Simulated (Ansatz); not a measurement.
**Decaying states in the gap of Na3MoBr3O3**

A new crystal, Na3MoBr3O3: structure, gap and complex bands. It is built by putting Br for F in the Na3MoO3F3 structure of space group R3, with the volume rescaled by atomic radii. The parent structure comes from the Materials Project.

Calculated with Ansatz 0.2.0; PBEsol DFT, plane waves, PAW files, in the first sound run; inputs show where later runs differ.

The structure was built from a prototype and need not be the compound's stable phase.

**1. The structure**

The structure is trigonal, space group R3 (No. 146). The conventional cell has a = 6.060 Å, b = 6.060 Å, c = 15.791 Å, α = 90.00°, β = 90.00°, γ = 120.00°. Nearest to Na lie 3 Br at 2.52 Å and 3 O at 2.54 Å. Nearest to Na lie 3 Br at 2.43 Å and 3 O at 2.62 Å. Nearest to Na lie 3 Br at 2.44 Å and 3 O at 2.67 Å. Mo has 3 O at 1.90 Å and 3 Br at 2.31 Å nearest. Nearest to O lie 1 Mo at 1.90 Å and 3 Na at 2.54 to 2.67 Å. Nearest to Br lie 1 Mo at 2.31 Å and 3 Na at 2.43 to 2.52 Å. It derives from Na3MoO3F3. Br for F in the Na3MoO3F3 structure of space group R3. Farther neighbours and most contacts between anions are not listed.

As a file:

```cif
data_structure
_symmetry_space_group_name_H-M 'P 1'
_symmetry_Int_Tables_number 1
_cell_length_a 6.3202
_cell_length_b 6.3202
_cell_length_c 6.3202
_cell_angle_alpha 57.293
_cell_angle_beta 57.293
_cell_angle_gamma 57.293
_cell_volume 167.39
loop_
_atom_site_label
_atom_site_type_symbol
_atom_site_fract_x
_atom_site_fract_y
_atom_site_fract_z
_atom_site_occupancy
Na1 Na 0.77398 0.77398 0.77398 1
Na2 Na 0.49008 0.49008 0.49008 1
Na3 Na 0.27237 0.27237 0.27237 1
Mo4 Mo 0.99978 0.99978 0.99978 1
O5 O 0.74534 0.09398 0.31132 1
O6 O 0.31132 0.74534 0.09398 1
O7 O 0.09398 0.31132 0.74534 1
Br8 Br 0.17593 0.87121 0.64021 1
Br9 Br 0.87121 0.64021 0.17593 1
Br10 Br 0.64021 0.17593 0.87121 1
```

**2. Cell and atoms at rest**

The substituted atoms don't fit the parent's cell, so cell and atoms relax together. A small smearing keeps the run stable in case the gap closes on the way.

input.yaml reads:

```yaml
crystal:
  lattice:
    - [3.0299236641, 1.7493272431, 5.2635323731]
    - [-3.0299236641, 1.7493272431, 5.2635323731]
    - [0.0, -3.4986544862, 5.2635323731]
  atoms:
    - { symbol: Na, position: [0.77398156, 0.77398156, 0.77398156] }
    - { symbol: Na, position: [0.49007933, 0.49007933, 0.49007933] }
    - { symbol: Na, position: [0.27237405, 0.27237405, 0.27237405] }
    - { symbol: Mo, position: [0.99977675, 0.99977675, 0.99977675] }
    - { symbol: O, position: [0.74534402, 0.09397635, 0.31132043] }
    - { symbol: O, position: [0.31132043, 0.74534402, 0.09397635] }
    - { symbol: O, position: [0.09397635, 0.31132043, 0.74534402] }
    - { symbol: Br, position: [0.17593014, 0.87120784, 0.64021018] }
    - { symbol: Br, position: [0.87120784, 0.64021018, 0.17593014] }
    - { symbol: Br, position: [0.64021018, 0.17593014, 0.87120784] }
kpoints:
  mp_grid: { grid: [4, 4, 4] }
scf:
  occupations: { method: gaussian, width: 0.03 }
hamiltonian:
  xc: pbesol
output:
  forces: true
  stress: true
relax:
  f_tol: 0.02
  max_steps: 60
  cell: {}
```

On the command line:

```console
ansatz run input.yaml --threads 2 --pin off --max-ram 4096MiB --backend cpu --events-out ev --progress --plain --runs-dir out
```

Numbers of over 12 decimals in the logs are rounded to 6 here.

The log of the run:

```text
Engine: ansatz 0.2.0, x86_64-unknown-linux-gnu
Pseudopotentials: kind: paw
Pseudopotential: Na, paw, valence charge 9, recommended cutoff 420 eV (normal), Na.paw.azcp
Pseudopotential: Mo, paw, valence charge 14, recommended cutoff 420 eV (normal), Mo.paw.azcp
Pseudopotential: O, paw, valence charge 6, recommended cutoff 420 eV (normal), O.paw.azcp
Pseudopotential: Br, paw, valence charge 7, recommended cutoff 420 eV (normal), Br.paw.azcp
Functional definition: PBEsol
  exchange = pbesol_x
  correlation = pbesol_c
Crystal: 10 atoms, lattice volume = 167.391 Å³
Basis set: ecut = 420 eV, 3287 PW (Γ), exchange–correlation on 90×90×90 points (8 copies of the dense FFT grid, shifted against one another)
Bands: 50, of which v1, the nominal top of the filled ones, is band 40 counted from 1 (39 counted from 0)
Symmetry: 3 space group operations
Space group: R3 (ITA 146), of the structure as read, at distance tolerance 5.5e-5 Å
k-points: 14 of 64 (time reversal used)
Non-local potential: Na, projectors of the file, l = 0: 3, l = 1: 2, l = 2: 1
Non-local potential: Mo, projectors of the file, l = 0: 3, l = 1: 2, l = 2: 2, l = 3: 1
Non-local potential: O, projectors of the file, l = 0: 2, l = 1: 2, l = 2: 1
Non-local potential: Br, projectors of the file, l = 0: 2, l = 1: 2, l = 2: 2
PAW form: soft (Blöchl's): semilocal exchange-correlation on the pseudo side does not see the compensation charge
PAW frozen core: Na, regenerated for the run's functional, and the local potential with it (the file was generated under x = pbe(κ = 0.804, μ = 0.219515), c = pbe(β = 0.066725))
PAW frozen core: Mo, regenerated for the run's functional, and the local potential with it (the file was generated under x = pbe(κ = 0.804, μ = 0.219515), c = pbe(β = 0.066725))
PAW frozen core: O, regenerated for the run's functional, and the local potential with it (the file was generated under x = pbe(κ = 0.804, μ = 0.219515), c = pbe(β = 0.066725))
PAW frozen core: Br, regenerated for the run's functional, and the local potential with it (the file was generated under x = pbe(κ = 0.804, μ = 0.219515), c = pbe(β = 0.066725))
PAW one-centre angular grid: Na, 110 points (default); XC on 64 Gauss nodes
PAW one-centre angular grid: Mo, 590 points (default); XC on 64 Gauss nodes
PAW one-centre angular grid: O, 110 points (default); XC on 64 Gauss nodes
PAW one-centre angular grid: Br, 110 points (default); XC on 64 Gauss nodes
Initial density: superposition of atomic densities (neutral atoms: chi_scale 0, normalization atom), corrected by the library's trained network
Initial wavefunctions: pseudopotential atomic-orbital guess
Functional: x = pbesol(κ = 0.804, μ = 0.123457), c = pbesol(β = 0.046)
SCF iter   1: F=—  HF=-19219.247240 eV  |F-HF|=—  |Δ(HF+E_count)|=         —  Δρ=1.22e-2  dr2=2.53e-1  ethr=1.77e-3  ⟨swp⟩=7.9  Hψ=2971  notcnv=0  defer=9
preconditioner: auto → Resta (q_TF=auto, 2.412 Å⁻¹)  ε∞=3.2  [insulator: Δε(μ)=2.194 eV  Ē_g=15.681 eV  σ=0.030 eV  W_gap=1.00  n_scr=46 (ndim 8)  ℏωp=23.3 eV  f_vac=0.058  D(μ)=0.00/eV (n_scr^D=0)  ε∞_Penn≈3.2]
SCF iter   2: F=—  HF=-19219.251336 eV  |F-HF|=—  |Δ(HF+E_count)|=   4.10e-3  Δρ=1.11e-2  dr2=2.91e-1  ethr=3.16e-4  ⟨swp⟩=2.0  Hψ=1224  notcnv=0  defer=64
SCF iter   3: F=—  HF=-19219.212401 eV  |F-HF|=—  |Δ(HF+E_count)|=   3.89e-2  Δρ=2.09e-3  dr2=3.78e-3  ethr=3.16e-4  ⟨swp⟩=2.0  Hψ=873  notcnv=0  defer=64
SCF iter   4: F=—  HF=-19219.212850 eV  |F-HF|=—  |Δ(HF+E_count)|=   4.49e-4  Δρ=6.25e-4  dr2=4.18e-4  ethr=4.73e-6  ⟨swp⟩=2.9  Hψ=1299  notcnv=0  defer=64
SCF iter   5: F=—  HF=-19219.213063 eV  |F-HF|=—  |Δ(HF+E_count)|=   2.14e-4  Δρ=1.31e-4  dr2=3.38e-5  ethr=5.23e-7  ⟨swp⟩=2.0  Hψ=823  notcnv=0  defer=64
SCF iter   6: F=—  HF=-19219.213207 eV  |F-HF|=—  |Δ(HF+E_count)|=   1.44e-4  Δρ=4.73e-5  dr2=4.16e-6  ethr=4.23e-8  ⟨swp⟩=2.0  Hψ=921  notcnv=0  defer=64
SCF iter   7: F=—  HF=-19219.213212 eV  |F-HF|=—  |Δ(HF+E_count)|=   5.16e-6  Δρ=1.03e-5  dr2=1.88e-7  ethr=5.20e-9  ⟨swp⟩=2.0  Hψ=919  notcnv=0  defer=64
SCF iter   8: F=-19219.213212 eV  HF=-19219.213212 eV  |F-HF|=1.53e-8  |Δ(HF+E_count)|=   2.72e-7  Δρ=2.76e-6  dr2=1.48e-8  ethr=1.25e-10  ⟨swp⟩=5.0  Hψ=2414  notcnv=0
SCF 1 converged in 8 iterations: F = -19219.213212 eV  dr2 = 1.48e-8
  greatest PAW one-centre occupation: 0.999 electrons in one spin orbital (limit 2), on the Na atom at site 2 (counted from 0), in its partial waves of l = 0
relax step   1: F+E_penalty+E_count = -19219.21321241 eV  Δ(F+E_penalty+E_count) = +0.000e0 eV  max|allowed force component| = 1.349e1 eV/Å  Δτ_max = 0.0000 Å  P = +16.549 GPa  Ω = 167.391 Å³  (8 SCF iters, dr2 threshold 1.00e-7 eV, accepted)
Crystal: 10 atoms, lattice volume = 181.174 Å³
Basis set: ecut = 420 eV, 3539 PW (Γ), exchange–correlation on 90×90×90 points (8 copies of the dense FFT grid, shifted against one another)
Initial density: handed on by an earlier stage of this run
Initial wavefunctions: those handed on with the density
iter 1 solved again at ethr=5.39e-4 eV; its pass at ethr=3.10e-3 eV (dr2=4.31e-1 eV) is discarded
SCF iter   1: F=—  HF=-19223.697473 eV  |F-HF|=—  |Δ(HF+E_count)|=         —  Δρ=2.05e-2  dr2=4.29e-1  ethr=5.39e-4  ⟨swp⟩=1.8  Hψ=3831  notcnv=0
preconditioner: auto → Resta (q_TF=auto, 2.381 Å⁻¹)  ε∞=3.1  [insulator: Δε(μ)=2.405 eV  Ē_g=15.530 eV  σ=0.030 eV  W_gap=1.00  n_scr=52 (ndim 8)  ℏωp=22.4 eV  f_vac=0.053  D(μ)=0.00/eV (n_scr^D=0)  ε∞_Penn≈3.1]
SCF iter   2: F=—  HF=-19223.618309 eV  |F-HF|=—  |Δ(HF+E_count)|=   7.92e-2  Δρ=1.16e-2  dr2=1.79e-1  ethr=5.36e-4  ⟨swp⟩=2.0  Hψ=840  notcnv=0
SCF iter   3: F=—  HF=-19223.611400 eV  |F-HF|=—  |Δ(HF+E_count)|=   6.91e-3  Δρ=9.82e-3  dr2=2.05e-1  ethr=2.24e-4  ⟨swp⟩=2.1  Hψ=1170  notcnv=0
SCF iter   4: F=—  HF=-19223.582539 eV  |F-HF|=—  |Δ(HF+E_count)|=   2.89e-2  Δρ=8.68e-4  dr2=1.12e-3  ethr=2.24e-4  ⟨swp⟩=2.6  Hψ=1143  notcnv=0  defer=8
SCF iter   5: F=—  HF=-19223.583087 eV  |F-HF|=—  |Δ(HF+E_count)|=   5.48e-4  Δρ=3.27e-4  dr2=1.92e-4  ethr=1.39e-6  ⟨swp⟩=2.0  Hψ=1179  notcnv=0  defer=8
SCF iter   6: F=—  HF=-19223.583278 eV  |F-HF|=—  |Δ(HF+E_count)|=   1.91e-4  Δρ=8.57e-5  dr2=1.71e-5  ethr=2.40e-7  ⟨swp⟩=2.0  Hψ=936  notcnv=0  defer=8
SCF iter   7: F=—  HF=-19223.583287 eV  |F-HF|=—  |Δ(HF+E_count)|=   9.55e-6  Δρ=2.70e-5  dr2=1.49e-6  ethr=2.14e-8  ⟨swp⟩=2.0  Hψ=937  notcnv=0  defer=8
SCF iter   8: F=-19223.583288 eV  HF=-19223.583288 eV  |F-HF|=9.83e-8  |Δ(HF+E_count)|=   9.59e-7  Δρ=7.79e-6  dr2=1.27e-7  ethr=1.25e-9  ⟨swp⟩=4.0  Hψ=2168  notcnv=0
SCF 2 converged in 8 iterations: F = -19223.583288 eV  dr2 = 1.27e-7
[...]
relax step  20: F+E_penalty+E_count = -19225.06346478 eV  Δ(F+E_penalty+E_count) = -6.547e-5 eV  max|allowed force component| = 1.084e-1 eV/Å  Δτ_max = 0.0342 Å  P = -0.005 GPa  Ω = 201.615 Å³  energy of the carried Pulay correction = -4.637e-2 eV  (6 SCF iters, dr2 threshold 6.67e-7 eV, accepted)
relax step  21: F+E_penalty+E_count = -19225.06373452 eV  Δ(F+E_penalty+E_count) = -2.697e-4 eV  max|allowed force component| = 2.266e-2 eV/Å  Δτ_max = 0.0117 Å  P = +0.000 GPa  Ω = 201.787 Å³  energy of the carried Pulay correction = -4.659e-2 eV  (6 SCF iters, dr2 threshold 7.34e-7 eV, accepted)
relax step  22: F+E_penalty+E_count = -19225.06376957 eV  Δ(F+E_penalty+E_count) = -3.506e-5 eV  max|allowed force component| = 5.475e-3 eV/Å  Δτ_max = 0.0079 Å  P = -0.003 GPa  Ω = 201.790 Å³  energy of the carried Pulay correction = -4.659e-2 eV  (6 SCF iters, dr2 threshold 3.21e-8 eV, accepted)
relax step  23: F+E_penalty+E_count = -19225.19293615 eV  Δ(F+E_penalty+E_count) = -1.292e-1 eV  max|allowed force component| = 1.222e-2 eV/Å  Δτ_max = 0.0000 Å  P = +0.878 GPa  Ω = 201.790 Å³  stress off target by 1.03e0 GPa  SCF on the basis re-selected at this cell (its energy is not comparable with the rows above)  (8 SCF iters)
relax step  24: F+E_penalty+E_count = -19225.19800241 eV  Δ(F+E_penalty+E_count) = -5.066e-3 eV  max|allowed force component| = 1.637e-1 eV/Å  Δτ_max = 0.0536 Å  P = -0.049 GPa  Ω = 209.044 Å³  energy of the carried Pulay correction = -1.020e-2 eV  (7 SCF iters, dr2 threshold 1.00e-6 eV, accepted)
relax step  25: F+E_penalty+E_count = -19225.20001391 eV  Δ(F+E_penalty+E_count) = -2.011e-3 eV  max|allowed force component| = 1.226e-1 eV/Å  Δτ_max = 0.0499 Å  P = +0.000 GPa  Ω = 209.799 Å³  energy of the carried Pulay correction = -1.139e-2 eV  (7 SCF iters, dr2 threshold 1.00e-6 eV, accepted)
relax step  26: F+E_penalty+E_count = -19225.20239762 eV  Δ(F+E_penalty+E_count) = -2.384e-3 eV  max|allowed force component| = 9.007e-2 eV/Å  Δτ_max = 0.0403 Å  P = -0.099 GPa  Ω = 209.994 Å³  energy of the carried Pulay correction = -1.172e-2 eV  (6 SCF iters, dr2 threshold 9.39e-7 eV, accepted)
relax step  27: F+E_penalty+E_count = -19225.20234398 eV  Δ(F+E_penalty+E_count) = +5.364e-5 eV  max|allowed force component| = 8.782e-2 eV/Å  Δτ_max = 0.0139 Å  P = +0.101 GPa  Ω = 210.067 Å³  energy of the carried Pulay correction = -1.185e-2 eV  (6 SCF iters, dr2 threshold 5.07e-7 eV, accepted)
relax step  28: F+E_penalty+E_count = -19225.20306313 eV  Δ(F+E_penalty+E_count) = -7.191e-4 eV  max|allowed force component| = 1.494e-2 eV/Å  Δτ_max = 0.0033 Å  P = +0.005 GPa  Ω = 209.825 Å³  energy of the carried Pulay correction = -1.146e-2 eV  (5 SCF iters, dr2 threshold 4.82e-7 eV, accepted)
iter 1 solved again at ethr=3.22e-7 eV; its pass at ethr=3.10e-3 eV (dr2=2.58e-4 eV) is discarded
SCF iter   1: F=—  HF=-19225.210920 eV  |F-HF|=—  |Δ(HF+E_count)|=         —  Δρ=3.77e-4  dr2=2.32e-5  ethr=3.22e-7  ⟨swp⟩=4.0  Hψ=4855  notcnv=0
preconditioner: auto → Resta (q_TF=auto, 2.323 Å⁻¹)  ε∞=3.7  [insulator: Δε(μ)=2.284 eV  Ē_g=10.902 eV  σ=0.030 eV  W_gap=1.00  n_scr=58 (ndim 8)  ℏωp=17.8 eV  f_vac=0.099  D(μ)=0.00/eV (n_scr^D=0)  ε∞_Penn≈3.7]
SCF iter   2: F=—  HF=-19225.214078 eV  |F-HF|=—  |Δ(HF+E_count)|=   3.16e-3  Δρ=1.90e-4  dr2=1.26e-5  ethr=2.90e-8  ⟨swp⟩=2.0  Hψ=1228  notcnv=0
SCF iter   3: F=—  HF=-19225.214840 eV  |F-HF|=—  |Δ(HF+E_count)|=   7.61e-4  Δρ=1.02e-4  dr2=5.46e-6  ethr=1.58e-8  ⟨swp⟩=2.0  Hψ=931  notcnv=0
SCF iter   4: F=—  HF=-19225.214932 eV  |F-HF|=—  |Δ(HF+E_count)|=   9.25e-5  Δρ=2.38e-5  dr2=2.05e-7  ethr=6.82e-9  ⟨swp⟩=2.0  Hψ=891  notcnv=0
SCF iter   5: F=—  HF=-19225.214947 eV  |F-HF|=—  |Δ(HF+E_count)|=   1.44e-5  Δρ=2.35e-6  dr2=2.76e-8  ethr=2.56e-10  ⟨swp⟩=2.0  Hψ=1162  notcnv=0
SCF iter   6: F=—  HF=-19225.214947 eV  |F-HF|=—  |Δ(HF+E_count)|=   2.65e-8  Δρ=7.75e-7  dr2=4.31e-9  ethr=3.46e-11  ⟨swp⟩=2.0  Hψ=1132  notcnv=0
SCF iter   7: F=—  HF=-19225.214947 eV  |F-HF|=—  |Δ(HF+E_count)|=   3.23e-9  Δρ=1.96e-7  dr2=1.30e-10  ethr=5.39e-12  ⟨swp⟩=2.0  Hψ=1162  notcnv=0
SCF iter   8: F=-19225.214947 eV  HF=-19225.214947 eV  |F-HF|=3.64e-12  |Δ(HF+E_count)|=  1.56e-10  Δρ=4.98e-8  dr2=7.48e-12  ethr=1.00e-12  ⟨swp⟩=5.0  Hψ=2219  notcnv=0
SCF 29 converged in 8 iterations: F = -19225.214947 eV  dr2 = 7.48e-12
relax step  29: F+E_penalty+E_count = -19225.21494671 eV  Δ(F+E_penalty+E_count) = -1.188e-2 eV  max|allowed force component| = 1.385e-2 eV/Å  Δτ_max = 0.0000 Å  P = +0.018 GPa  Ω = 209.825 Å³  stress off target by 1.95e-2 GPa  SCF on the basis re-selected at this cell (its energy is not comparable with the rows above)  (8 SCF iters)
basis re-selected at this cell: Δ(F+E_penalty+E_count) = -1.188e-2 eV, ΔP = +0.013 GPa vs the last step (what re-selecting the basis moved, of the pressure what is left beyond the Pulay correction that the steps carried, after the strain that the cell walked since its last selection, with what the two solves' SCF thresholds leave and, on support functions, any second-order correction that the steps lacked; it is no m [...]
SCF converged after 8 iterations
Free energy (F): -19225.214947 eV
Harris-Foulkes:  -19225.214947 eV  (|F-HF|=3.64e-12)
Internal energy: -19225.214947 eV  (E = F + TS)
E sigma→0 (E₀):  -19225.214947 eV
Fermi energy:    4.433699 eV
--- Per-component energies (eV) ---
  E_band       = -1042.477476
  E_kinetic    = 1723.615033
  E_local      = -8039.266029  (includes V_loc(G=0)·N_el)
  E_nonlocal   = 847.184381
  E_hartree    = 2897.752322
  E_xc         = -1299.890957
  E_vxc        = -967.894720  (∫ρ·V_xc dr)
  E_paw        = -10967.575598  (= ΣΔE_a)
  E_vpaw       = -401.627920  (= ΣTr[D̂ρ^β])
  E_aug_tail   = 0.007132  (compensation charges beyond the density's cutoff)
  E_ewald      = -4387.797288
  E_core_change = 0.756055  (= ΣΔE_core)
  E_smearing   = -0.000000  (= −TS)
  E_closure    = -0.000000  (closes the sum)
  Σ components = -19225.214947   (vs F -19225.214947, Δ=0.00e0)
--- Forces (eV/Å), atoms counted from 1 ---
  atom   1  Na    -0.00000000     0.00000000    -0.00022611
  atom   2  Na     0.00000000     0.00000000    -0.00127843
  atom   3  Na    -0.00000000     0.00000000    -0.00118455
  atom   4  Mo    -0.00000000     0.00000000     0.01385490
  atom   5  O     -0.00062170    -0.00186665    -0.00092156
  atom   6  O      0.00192741     0.00039492    -0.00092156
  atom   7  O     -0.00130571     0.00147173    -0.00092156
  atom   8  Br     0.00023712    -0.00035586    -0.00280032
  atom   9  Br    -0.00042674    -0.00002743    -0.00280032
  atom  10  Br     0.00018962     0.00038328    -0.00280032
  max |Σ_I F_I| component: 1.93e-7 eV/Å
--- Stress (GPa, compression-positive) ---
        0.016785       0.000000       0.000000
       -0.000000       0.016785       0.000000
        0.000000       0.000000       0.019512
  P = ⅓ Tr σ = 0.0177 GPa (0.177 kbar)
--- Relaxed structure (27 steps of the walk, 26 accepted, 2 SCFs on fresh bases) ---
  F+E_penalty+E_count = -19225.21494671 eV   max|allowed force component| = 1.385e-2 eV/Å   (the final SCF, on the basis selected at the relaxed cell)
  cell:  # Å, volume = 209.8250 Å³
    - [3.321707, 1.917788, 5.489643]
    - [-3.321707, 1.917788, 5.489643]
    - [5.54155012098898e-18, -3.835577, 5.489643]
  atoms:
    - { symbol: Na, position: [0.719365, 0.719365, 0.719365] }
    - { symbol: Na, position: [0.446488, 0.446488, 0.446488] }
    - { symbol: Na, position: [0.207967, 0.207967, 0.207967] }
    - { symbol: Mo, position: [1.029070, 1.029070, 1.029070] }
    - { symbol: O, position: [0.817816, 0.111208, 0.292787] }
    - { symbol: O, position: [0.292787, 0.817816, 0.111208] }
    - { symbol: O, position: [0.111208, 0.292787, 0.817816] }
    - { symbol: Br, position: [0.244331, 0.856857, 0.648312] }
    - { symbol: Br, position: [0.856857, 0.648312, 0.244331] }
    - { symbol: Br, position: [0.648312, 0.244331, 0.856857] }
```

The job ended after 44 s (2 threads of AMD EPYC 9R45, shared host; peak memory 0.57 GiB; 84 s of CPU time).

Relaxation path (22 of 29):

```csv
step,energy less that of the first step (eV),largest force component (eV/Å),pressure (GPa),volume (Å³)
1,0.0000,13.4880,16.55,167.39
2,-4.3701,2.5353,3.55,181.17
4,-5.4822,0.6777,1.11,198.27
5,-5.5348,0.2342,-0.03,201.54
6,-5.5505,0.0784,-0.35,202.54
8,-5.5661,0.0589,-0.07,199.67
9,-5.5709,0.0687,0.13,199.35
10,-5.5742,0.1287,0.13,199.60
12,-5.6188,0.2243,-0.10,200.84
13,-5.6707,0.2787,-0.14,200.95
14,-5.7269,0.3836,-0.36,201.68
16,-5.8421,0.1005,-0.15,200.65
17,-5.6291,0.7247,-0.78,204.49
18,-5.8474,0.1257,-0.01,201.18
20,-5.8503,0.1084,0.00,201.61
21,-5.8505,0.0227,0.00,201.79
22,-5.8506,0.0055,0.00,201.79
24,-5.9848,0.1637,-0.05,209.04
25,-5.9868,0.1226,0.00,209.80
26,-5.9892,0.0901,-0.10,209.99
28,-5.9899,0.0149,0.00,209.83
29*,-6.0017,0.0139,0.02,209.83
```

Relaxation steps marked * repeat the geometry before them on a plane-wave basis chosen anew for their cell, so energy and pressure can jump there. Other such steps can lie between the rows shown. Relaxation step 17 was tried and not accepted.

Forces are held to the 3 operations that the run works with; a distortion that breaks them can't arise in this run.

```
conventional cell, symmetrised  before   after   change
                         a (Å)   6.060   6.643   +9.6 %
                         b (Å)   6.060   6.643   +9.6 %
                         c (Å)  15.791  16.469   +4.3 %
              volume (Å³/atom)   16.74   20.98  +25.4 %
```

The atoms that moved most (Å, as changes of fractional coordinates times the final cell):

```csv
atom,dx,dy,dz,length
Na3,0.000,0.000,-1.061,1.061
Na1,0.000,0.000,-0.899,0.899
Na2,0.000,0.000,-0.718,0.718
O6,-0.302,0.037,0.391,0.495
O7,0.119,-0.280,0.391,0.495
O5,0.183,0.243,0.391,0.495
Mo4,0.000,0.000,0.482,0.482
Br10,-0.200,0.202,0.341,0.444
```

Numbers from this step:

```yaml
free_energy: -19225.2149 eV
fermi_energy: 4.434 eV
pressure: 0.01769 GPa
```

The largest force component on a free atom ends at 0.014 eV/Å.

(Continued in part 2 of 3.)

[Logs are printed without paths, hosts, clocks, repeated set-up lines and the standing remarks that a program may print on its own settings, such as how far it seeks lower states.]

[Hosts, paths, dates, database ids (printed as entryN), source tags and the programs' standing remarks are cut or masked in the printed files.]
